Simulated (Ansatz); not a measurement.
## TePtS monolayer, Janus: modes against uniaxial strain along the armchair direction, normal to a, with the width clamped

Aim: how do the optical modes of TePtS monolayer, Janus shift and split under this strain?

Calculated with Ansatz 0.2.0; DFT PBE, scalar-relativistic, plane waves, PAW; PAW set soft_1.

## (1) Starting point

The cell holds 3 atoms: 1 Pt, 1 S and 1 Te. Cell: a = 3.650 Å, b = 3.650 Å, c = 30.000 Å, α = 90.0°, β = 90.0°, γ = 120.0°. Vacuum lies along c. The height across the vacuum is the one that the program set for its solve, not the one typed.

## (2) A rough relaxation first

The start is far from rest, so a relaxation with loose tolerances brings it close first. The program lengthens the typed cell of 20.0 Å along the normal to 30.0 Å, as its cut-off of the electrostatics needs, and moves no atom.

Input file input.yaml:

```yaml
crystal:
  lattice:
    - [3.65, 0.0, 0.0]
    - [-1.825, 3.16099, 0.0]
    - [0.0, 0.0, 20.0]
  atoms:
    - { symbol: Pt, position: [0.0, 0.0, 0.5] }
    - { symbol: S, position: [0.333333, 0.666667, 0.575] }
    - { symbol: Te, position: [0.666667, 0.333333, 0.42] }
  periodic: [true, true, false]
kpoints:
  mp_grid: { grid: [6, 6, 1] }
hamiltonian:
  xc: pbe
  pseudopotentials: { kind: paw, azcp: { folder: soft_1 } }
scf:
  occupations: { method: gaussian, width: 0.1 }
output:
  forces: true
  stress: true
  eigenvalues: true
relax:
  adjacent_minimum: "off"
  f_tol: 0.05
  max_steps: 80
  cell: { stress_2d_tol: 0.02 }
```

On the command line:

```bash
$ ansatz run input.yaml --threads 4 --pin off --max-ram 16384MiB --backend cpu --events-out ev --progress --plain --runs-dir out
```

Numbers of over 12 decimals in the logs are rounded to 6 here.

The log of the run:

```text
[...]
F+E_penalty+E_count = -20407.65014966 eV   max|allowed force component| = 1.398e-3 eV/Å   (the final SCF, on the basis selected at the relaxed cell)
  cell:  # Å, volume = 377.9148 Å³
    - [3.813915, 0, 0]
    - [-1.906957, 3.302947, 0]
    - [0, 0, 30.0]
  atoms:
    - { symbol: Pt, position: [4.925272640083014e-19, 0, 0.334953] }
    - { symbol: S, position: [0.333333, 0.666667, 0.374464] }
    - { symbol: Te, position: [0.666667, 0.333333, 0.287250] }
[key lines of the parts left out:]
SCF converged after 11 iterations
Free energy (F): -20407.650150 eV
Fermi energy:    -5.085745 eV
P = ½ c Tr σ = 0.0003 N/m
```

It took 14 s on 4 threads of Arm Neoverse V1, shared host; peak memory 0.64 GiB.

Step by step:

```csv
step,energy less that of the first step (eV),largest force component (eV/Å),volume (Å³)
1,0.0000,1.9566,346.13
2,-0.3028,0.0915,350.52
3,-0.3834,0.1615,369.61
4,-0.3920,0.0100,377.66
5,-0.3920,0.0006,377.91
6*,-0.3936,0.0014,377.91
```

Relaxation steps marked * repeat the geometry before them on a plane-wave basis chosen anew for their cell, so energy and pressure can jump there.

Forces are held to the 6 operations that the run works with; a distortion that breaks them can't arise in this run.

```csv
cell as run,before,after,change
a (Å),3.650,3.814,+4.5 %
b (Å),3.650,3.814,+4.5 %
```

The atoms that moved most (Å, along periodic axes as changes of fractional coordinates times the final cell, across vacuum about the mean position):

```
atom     dx     dy      dz  length
  S2  0.000  0.000  -0.266   0.266
 Te3  0.000  0.000   0.218   0.218
 Pt1  0.000  0.000   0.049   0.049
```

The relaxed structure:

```xyz
3
Lattice="3.8139 0.0000 0.0000 -1.9070 3.3029 0.0000 0.0000 0.0000 30.0000" Properties=species:S:1:pos:R:3
Pt    0.0000    0.0000   10.0486
S     0.0000    2.2020   11.2339
Te    1.9070    1.1010    8.6175
```

A gap read on the k-mesh alone can miss the band edges.

Numbers from this step:

```
gap on the k-mesh : 0.9273 eV
area per atom     : 4.199 Å²
```

The relaxation ends with a largest force component of 0.0014 eV/Å.

## (3) Bringing the structure to rest

Harmonic phonons are second derivatives at a point where the forces vanish, and they are wanted at zero stress, so atoms and cell are relaxed first.

input.yaml, the sections that differ from step 2:

```yaml
crystal:
  lattice:
    - [3.8139147717, 0.0, 0.0]
    - [-1.9069573858, 3.3029470801, 0.0]
    - [0.0, 0.0, 30.0]
  atoms:
    - { symbol: Pt, position: [0.0, 0.0, 0.3349525789] }
    - { symbol: S, position: [0.3333333333, 0.6666666667, 0.374463756] }
    - { symbol: Te, position: [0.6666666667, 0.3333333333, 0.2872503317] }
  periodic: [true, true, false]
kpoints:
  mp_grid: { grid: [9, 9, 1] }
scf:
  occupations: { method: gaussian, width: 0.02 }
relax:
  adjacent_minimum: "off"
  f_tol: 0.005
  max_steps: 80
  cell: { stress_2d_tol: 0.02 }
# hamiltonian, output: as in step 2
```

The log of the run:

```text
[...]
Crystal: 3 atoms, lattice volume = 377.915 Å³
Basis set: ecut = 420 eV, 7361 PW (Γ), exchange–correlation on 54×54×432 points (8 copies of the dense FFT grid, shifted against one another)
Bands: 24, of which v1, the nominal top of the filled ones, is band 20 counted from 1 (19 counted from 0)
Symmetry: 6 space group operations
[...]
k-points: 12 of 81 (time reversal used)
[...]
° read free of the cell's end (the report's vacuum.weakly_bound_levels)
--- Relaxed structure (4 steps of the walk, 3 accepted, 1 SCFs on fresh bases) ---
[...]
cell:  # Å, volume = 377.3053 Å³
    - [3.810838, -2.884431715241961e-11, 0]
    - [-1.905419, 3.300282, 0]
    - [0, 0, 30.0]
  atoms:
    - { symbol: Pt, position: [0, 0, 0.334975] }
    - { symbol: S, position: [0.333333, 0.666667, 0.374554] }
    - { symbol: Te, position: [0.666667, 0.333333, 0.287137] }
[key lines of the parts left out:]
SCF converged after 8 iterations
Free energy (F): -20407.650327 eV
Fermi energy:    -5.071396 eV
P = ½ c Tr σ = -0.0031 N/m
```

Run time: 20 s. Hardware: 4 threads; peak memory 0.69 GiB.

Little changed from the start: no atom moved by 0.005 Å and no cell edge by 0.1 %.

This step gave:

```
gap on the k-mesh : 0.8922 eV
area per atom     : 4.192 Å²
```

## (4) Tight relaxation

Phonons need small forces and stress, so the relaxation is finished with tight tolerances on 9×9×1 k points.

Input file input.yaml:

```yaml
crystal:
  lattice:
    - [3.8108379686, 0.0, 0.0]
    - [-1.9054189843, 3.3002824905, 0.0]
    - [0.0, 0.0, 30.0]
  atoms:
    - { symbol: Pt, position: [0.0, 0.0, 0.3349754497] }
    - { symbol: S, position: [0.3333333333, 0.6666666667, 0.3745540472] }
    - { symbol: Te, position: [0.6666666667, 0.3333333333, 0.2871371697] }
  periodic: [true, true, false]
kpoints:
  mp_grid: { grid: [9, 9, 1] }
hamiltonian:
  xc: pbe
  pseudopotentials: { kind: paw, azcp: { folder: soft_1 } }
scf:
  occupations: { method: fixed }
output:
  forces: true
  stress: true
  eigenvalues: true
  write_density: true
  write_potential: true
  elf: true
  volumetric_format: npy
relax:
  adjacent_minimum: "off"
  f_tol: 0.001
  max_steps: 60
  cell: { stress_2d_tol: 0.002 }
```

The log of the run:

```text
[...]
Crystal: 3 atoms, lattice volume = 377.305 Å³
Basis set: ecut = 420 eV, 7361 PW (Γ), exchange–correlation on 54×54×432 points (8 copies of the dense FFT grid, shifted against one another)
Bands: 24, of which v1, the nominal top of the filled ones, is band 20 counted from 1 (19 counted from 0)
Symmetry: 6 space group operations
[...]
k-points: 12 of 81 (time reversal used)
[...]
° read free of the cell's end (the report's vacuum.weakly_bound_levels)
--- Relaxed structure (2 steps of the walk, 2 accepted, 1 SCFs on fresh bases) ---
[...]
cell:  # Å, volume = 377.2776 Å³
    - [3.810698, 0.0, 0]
    - [-1.905349, 3.300162, 0]
    - [0, 0, 30.0]
  atoms:
    - { symbol: Pt, position: [0, 0, 0.334973] }
    - { symbol: S, position: [0.333333, 0.666667, 0.374558] }
    - { symbol: Te, position: [0.666667, 0.333333, 0.287135] }
[key lines of the parts left out:]
SCF converged after 11 iterations
Free energy (F): -20407.650327 eV
Fermi energy:    -5.518003 eV
P = ½ c Tr σ = 0.0001 N/m
```

It took 14 s on 4 threads; peak memory 0.69 GiB; 51 s of CPU time.

Little changed from the start: no atom moved by 0.005 Å and no cell edge by 0.1 %.

Numbers from this step:

* gap on the k-mesh: 0.8926 eV

Valence density in the ac plane at fractional y = 0.333, with atoms of Te within 0.2 Å of it. It is the smooth field of the valence electrons, not physical close to the nuclei.

Ten steps, logarithmic in the rise over the least value, from '0' (0.00 × 1e0 e/Å³) to '9' (6.48 × 1e0 e/Å³), each cell a mean:
```
00000000000000
00000000000000
00000000000000
00000000000000
00000000000000
00000000000000
00000000000000
00000000000000
00000000000000
00000000000000
00000000000000
00000000000000
00000000000000
00000000000000
23332210000011
34444322111223
33333446899754
21112347999853
00000011111110
00000000000000
00000000000000
00000000000000
00000000000000
00000000000000
```
Columns run along a (3.8 Å), rows up along c (30.0 Å). Atoms in or near the plane, at fractional coordinates: Te at (0.67, 0.29).

ELF in the ac plane at fractional y = 0.333, with atoms of Te within 0.2 Å of it. It is the smooth field of the valence electrons, not physical close to the nuclei.

Ten even steps from '_' (0.00) to '@' (0.74), each cell a mean:
```
____________________________
____________________________
____________________________
____________________________
____________________________
____________________________
____________________________
____________________________
____________________________
____________________________
____________________________
____________________________
____________________________
..::::::....________________
**##%%%%**==::__________..--
==++++++==--::..........::--
++==----==****==--::--==++**
**--..::++%%%%**======++##%%
::______..==##@@@@@@@@@@%%++
______________..........____
____________________________
____________________________
____________________________
____________________________
```
Columns run along a (3.8 Å), rows up along c (30.0 Å). Atoms in or near the plane, at fractional coordinates: Te at (0.67, 0.29).

Electrostatic potential energy in the ac plane at fractional y = 0.333, with atoms of Te within 0.2 Å of it. With pseudopotentials it is smooth inside the atoms' cores, unlike the true potential.

Ten even steps from '_' (-12 eV) to '@' (1 eV), each cell a mean:
```
%%%%%%%%%%%%%%%%%%%%%%%%%%%%
%%%%%%%%%%%%%%%%%%%%%%%%%%%%
%%%%%%%%%%%%%%%%%%%%%%%%%%%%
%%%%%%%%%%%%%%%%%%%%%%%%%%%%
@@@@@@@@@@@@@@@@@@@@@@@@@@@@
@@@@@@@@@@@@@@@@@@@@@@@@@@@@
@@@@@@@@@@@@@@@@@@@@@@@@@@@@
@@@@@@@@@@@@@@@@@@@@@@@@@@@@
@@@@@@@@@@@@@@@@@@@@@@@@@@@@
@@@@@@@@@@@@@@@@@@@@@@@@@@@@
@@@@@@@@@@@@@@@@@@@@@@@@@@@@
@@@@@@@@@@@@@@@@@@@@@@@@@@@@
@@@@@@@@@@@@@@@@@@@@@@@@@@@@
@@@@@@@@@@@@@@@@@@@@@@@@@@@@
####****##%%%%@@@@@@@@@@%%%%
==::..::==++##############**
--========::____..::::____..
++**####**--..__..::::____..
%%%%%%%%%%%%%%############%%
%%%%%%%%%%%%%%%%%%%%%%%%%%%%
%%%%%%%%%%%%%%%%%%%%%%%%%%%%
%%%%%%%%%%%%%%%%%%%%%%%%%%%%
%%%%%%%%%%%%%%%%%%%%%%%%%%%%
%%%%%%%%%%%%%%%%%%%%%%%%%%%%
```
Columns run along a (3.8 Å; values clipped at the 3rd and 97th percentile), rows up along c (30.0 Å). Atoms in or near the plane, at fractional coordinates: Te at (0.67, 0.29).

The largest force component left is 0.87 meV/Å, within the tolerances set.

## (5) Modes at rest

Phonons follow from the second derivative of the energy, found here by linear response.

The modes at rest are the reference of the series.

input.yaml, the sections that differ from step 4:

```yaml
crystal:
  lattice:
    - [3.8106982977, 0.0, 0.0]
    - [-1.9053491489, 3.300161532, 0.0]
    - [0.0, 0.0, 30.0]
  atoms:
    - { symbol: Pt, position: [0.0, 0.0, 0.3349733151] }
    - { symbol: S, position: [0.3333333333, 0.6666666667, 0.3745583487] }
    - { symbol: Te, position: [0.6666666667, 0.3333333333, 0.2871350028] }
  periodic: [true, true, false]
output:
  eigenvalues: true
phonons:
  method: dfpt
# kpoints, hamiltonian, scf: as in step 4
# relax: removed
```

The log of the run:

```text
[...]
Crystal: 3 atoms, lattice volume = 377.278 Å³
Basis set: ecut = 420 eV, 7361 PW (Γ), exchange–correlation on 54×54×432 points (8 copies of the dense FFT grid, shifted against one another)
Bands: 24, of which v1, the nominal top of the filled ones, is band 20 counted from 1 (19 counted from 0)
Symmetry: 6 space group operations
k-points: 25 of 81 (irreducible under 2 space group operations, time reversal used)
[...]
SCF iter   1: F=—  HF=-20408.657193 eV  |F-HF|=—  |Δ(HF+E_count)|=         —  Δρ=3.20e-2  dr2=5.93e0  ethr=3.10e-3  ⟨swp⟩=7.6  Hψ=3273  notcnv=0  defer=49
[...]
SCF iter  17: F=-20407.650327 eV  HF=-20407.650327 eV  |F-HF|=2.18e-11  |Δ(HF+E_count)|=  1.46e-11  Δρ=6.91e-8  dr2=3.54e-11  ethr=1.00e-12  ⟨swp⟩=24.0  Hψ=6657  notcnv=0
SCF 1 converged in 17 iterations: F = -20407.650327 eV  dr2 = 3.54e-11
[...]
DFPT response loops at Γ: preconditioner auto → none (the input reference at scf.mixing.eps_inf says where Resta's filter doesn't serve); β = 0.50; Broyden in place of MSR1
SCF converged after 17 iterations
Free energy (F): -20407.650327 eV
[...]
Internal energy: -20407.650327 eV  (E = F + TS)
E sigma→0 (E₀):  -20407.650327 eV
Fermi energy:    -5.518002 eV
[...]
--- Band table (eV; the first three rows and the last of 25) ---
  k-point 0: bands = [... 16 lower, -7.1889, -5.9729, -5.6203, -5.6203, -2.7029 (-2.7029°), -2.7029 (-2.7029°), -1.6318, -0.5997]
  k-point 1: bands = [... 16 lower, -7.3809, -6.1183, -5.6621, -5.5878, -3.5007, -2.9067, -1.3332, -0.2957]
  k-point 2: bands = [... 16 lower, -7.8198, -6.3490, -5.9518, -5.6182, -4.3948, -3.1513, -0.7163, -0.3182]
  k-point 24: bands = [... 16 lower, -7.9991, -7.2664, -7.0631, -5.8998, -4.3764, -3.5912, -0.2600, 0.5458]
  ° read free of the cell's end (the report's vacuum.weakly_bound_levels)
--- Phonons (Γ-DFPT): 6 representative perturbations + reference, on 25 of 81 k-points (Σ response iterations 27) ---
  k mesh reduced under 2 symmetry operations, with k and −k counted as one. Each operation leaves every solved perturbation unchanged. A smaller set is not used because it would not reduce the number of displacements times k-points to solve
  ASR residual: 7.579e-5 → 0.000e0 eV/Å²; symmetrization residual: 2.207e-5 eV/Å²
  ASR residual per site (eV/Å²): 7.58e-5 2.95e-5 3.29e-5
  Γ frequencies (cm⁻¹): 0.00 0.00 0.00 167.24 167.24 177.89 240.80 240.80 285.27
  non-analytic LO–TO correction: not included (Born effective charges unavailable; polar crystals: no LO–TO splitting at Γ)
```

Elapsed: 58 s, on 4 threads; peak memory 1.3 GiB.

Numbers from this step:

* sum-rule residual before enforcement: 7.58e-5 eV/Å²
* point group: 3m
* highest optical mode at the zone centre (no LO-TO term): 285.3 cm⁻¹
* lowest optical zone-centre mode: 167.2 cm⁻¹

Without the LO-TO term. Patterns of degenerate modes are one choice out of their space. Modes at Γ, with each element's share of the kinetic energy:

```
mode  frequency (cm⁻¹)  symmetry  Pt %  S %  Te %
   1               0.0  acoustic    55    9    36
   2               0.0  acoustic    55    9    36
   3               0.0  acoustic    55    9    36
   4             167.2         E    27    9    64
   5             167.2         E    27    9    64
   6             177.9        A1    32    4    64
   7             240.8         E    18   81     1
   8             240.8         E    18   81     1
   9             285.3        A1    13   87     0
```

Displacements in mode 5 (167.2 cm⁻¹), the largest set to 1:
```
Pt1 -0.53 -0.07  0.00
S2  -0.77 -0.11  0.00
Te3  1.00  0.14  0.00
```

Displacements in mode 9 (285.3 cm⁻¹), the largest set to 1:
```
Pt1  0.00  0.00 -0.15
S2   0.00  0.00  1.00
Te3  0.00  0.00 -0.01
```

Before it was imposed, the acoustic sum rule was missed by 7.6e-5 eV/Å². Small misses are needed for a sound result but don't prove that mesh and cutoff are converged. The lowest optical mode is real, 167 cm⁻¹.

## (6) A member of the series: uniaxial strain of +5 % along the armchair direction, normal to a, with the width clamped

The cell takes a uniaxial strain of +5 % along the armchair direction, normal to a, with the width clamped. The cell is held, and the atoms relax in it.

Input file input.yaml:

```yaml
crystal:
  lattice:
    - [3.8106982977, 0.0, 0.0]
    - [-1.9053491489, 3.4651696085, 0.0]
    - [0.0, 0.0, 30.0]
  atoms:
    - { symbol: Pt, position: [-0.0013674281, -0.0027348562, 0.3347420121] }
    - { symbol: S, position: [0.3310029538, 0.6620059077, 0.3732741162] }
    - { symbol: Te, position: [0.6703644743, 0.3407289485, 0.2886505384] }
  periodic: [true, true, false]
kpoints:
  mp_grid: { grid: [9, 9, 1] }
hamiltonian:
  xc: pbe
  pseudopotentials: { kind: paw, azcp: { folder: soft_1 } }
scf:
  occupations: { method: gaussian, width: 0.02 }
output:
  forces: true
  stress: true
  eigenvalues: true
relax:
  adjacent_minimum: "off"
  f_tol: 0.001
  max_steps: 60
```

The log of the run:

```text
[...]
F+E_penalty+E_count = -20407.58973846 eV   max|allowed force component| = 1.185e-4 eV/Å
  cell:  # Å, volume = 396.1415 Å³
    - [3.8106982977, 2.749296698787402e-11, 0.0]
    - [-1.905349148875, 3.465170, 0.0]
    - [0.0, 0.0, 30.0]
  atoms:
    - { symbol: Pt, position: [-0.00185074, -0.00370147, 0.334682] }
    - { symbol: S, position: [0.330797, 0.661594, 0.372967] }
    - { symbol: Te, position: [0.671054, 0.342108, 0.289017] }
[key lines of the parts left out:]
SCF converged after 5 iterations
Free energy (F): -20407.589738 eV
Fermi energy:    -5.016328 eV
P = ½ c Tr σ = -1.8784 N/m
```

The job ended after 34 s (4 threads; peak memory 0.77 GiB).

The steps of the relaxation:

```
step  energy less that of the first step (eV)  largest force component (eV/Å)
   1                                   0.0000                          0.1255
   2                                   0.0037                          0.2876
   3                                  -0.0013                          0.0097
   4                                  -0.0013                          0.0015
   5                                  -0.0013                          0.0001
```

Relaxation step 2 was tried and not accepted.

The run keeps the 2 symmetry operations that it works with, so distortions that break them were not tested.

The atoms that moved most (Å):

```csv
atom,dx,dy,dz,length
Te3,0.000,0.005,0.011,0.012
S2,0.000,-0.001,-0.009,0.009
```

The relaxed structure:

```
Pt S Te
1.0
     3.81070    0.00000    0.00000
    -1.90535    3.46517    0.00000
     0.00000    0.00000   30.00000
Pt S Te
1 1 1
Cartesian
  0.0000 -0.0128 10.0405
  0.0000 2.2925 11.1890
  1.9053 1.1855 8.6705
```

Numbers from this step:

```yaml
gap_on_the_k_mesh: 0.8708 eV
area_per_atom: 4.402 Å²
```

The largest force component left is 0.12 meV/Å.

(Part 1 of 2 ends here.)

[Logs are printed without paths, hosts, clocks, repeated set-up lines and the standing remarks that a program may print on its own settings, such as how far it seeks lower states.]

[Hosts, paths, dates, database ids (printed as entryN), source tags and the programs' standing remarks are cut or masked in the printed files.]
